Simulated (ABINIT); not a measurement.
An input for ABINIT 10.8.3 (P (Cmce)):

```
acell 3*1.0 Angstrom
rprim 
  1.658200000000 -5.242000000000 0.000000000000
  1.658200000000 5.242000000000 0.000000000000
  0.000000000000 0.000000000000 4.379300000000
ntypat 1
znucl 15
natom 4
typat 1 1 1 1
xred 
  0.898380000000 0.101620000000 0.080680000000
  0.601620000000 0.398380000000 0.580680000000
  0.101620000000 0.898380000000 0.919320000000
  0.398380000000 0.601620000000 0.419320000000
pp_dirpath "pseudos"
pseudos "P.upf"
ecut 18
ngkpt 8 8 6
nshiftk 1
shiftk 0.11 0.21 0.31
kptopt 3
chksymbreak 0
iscf -2
irdden 1
istwfk *1
nband 26
nbdbuf 4
tolwfr 1e-09
nstep 60
prtvol 0
indata_prefix "in"
outdata_prefix "out"
tmpdata_prefix "tmp"
```

```sh
OMP_NUM_THREADS=1 mpirun -n 4 abinit run.abi > log
```

**Question.** How long will it take on 4 MPI ranks of Arm Neoverse V2, shared host, and how much memory?

It took 67 s; on shared hardware allow 33 s to 2.2 min. Peak host memory was 0.53 GiB.

[Paths, hosts, dates, memory and timing lines, banners, echoed tables and standing remarks are left out of the program output.]

[Logs are printed without paths, hosts, clocks, repeated set-up lines and the standing remarks that a program may print on its own settings, such as how far it seeks lower states.]

[Runs of the session that timed out or met a known fault of the program may be left out.]

[Hosts, paths, dates, database ids (printed as entryN), source tags and the programs' standing remarks are cut or masked in the printed files.]

[G0W0 gaps are taken among the corrected bands and points alone; a level outside them can change the order at an edge.]

[Where Ansatz stands beside ABINIT at settings called matched, ABINIT's density can come from a denser mesh and the files from another edition; pairs whose starting gaps differed by over 0.03 eV were left out, so agreement reads better than it is.]
